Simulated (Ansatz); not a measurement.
In doubt: masses and optical values from hybrid runs of this build are listed as unsure, which bears on the screening that GW takes from such a start.

Rows from a G0W0 calculation on H6PbCBr3N (Pm) (Ansatz 0.2.0; G0W0 on HSE06, plane waves, PAW; 2×2×2 mesh, 509 empty bands, screening to 100 eV), in eV. Spin-orbit coupling is left out.

| row | k | band | start | Σx | Σc at the solution | Vxc |
| --- | --- | --- | --- | --- | --- | --- |
| A | (-0.500, -0.500, -0.500) | v2 | -0.021 | -19.438 | 2.448 | -16.397 |
| B | (-0.500, -0.500, -0.500) | v3 | -0.021 | -19.438 | 2.445 | -16.404 |
| C | (-0.500, -0.500, -0.500) | c3 | 4.099 | -7.522 | -3.359 | -11.216 |
| D | (-0.500, -0.500, -0.500) | v1 | 1.084 | -19.439 | 1.384 | -17.568 |
| E | (-0.500, -0.500, -0.500) | c2 | 3.883 | -7.319 | -3.371 | -11.018 |
| F | (-0.500, -0.500, -0.500) | c1 | 3.865 | -7.347 | -3.364 | -11.031 |

Q: Work out each quasiparticle level and how far it moved.

The quasiparticle equation reads E = start + Σx + Σc(E) − Vxc.

| row | E (eV) | shift (eV) |
| --- | --- | --- |
| A | -0.614 | −0.593 |
| B | -0.610 | −0.589 |
| C | 4.434 | +0.335 |
| D | 0.596 | −0.488 |
| E | 4.212 | +0.328 |
| F | 4.185 | +0.320 |

The gap over the computed points goes from 2.78 eV to 3.59 eV.

Limits: not at the basis limit; no spin-orbit coupling; coarse k mesh.

[Runs of the session that timed out or met a known fault of the program may be left out.]

[Cells called generated may have been cut or substituted from an entry of the Crystallography Open Database or the Materials Project.]

[Hosts, paths, dates, database ids (printed as entryN), source tags and the programs' standing remarks are cut or masked in the printed files.]
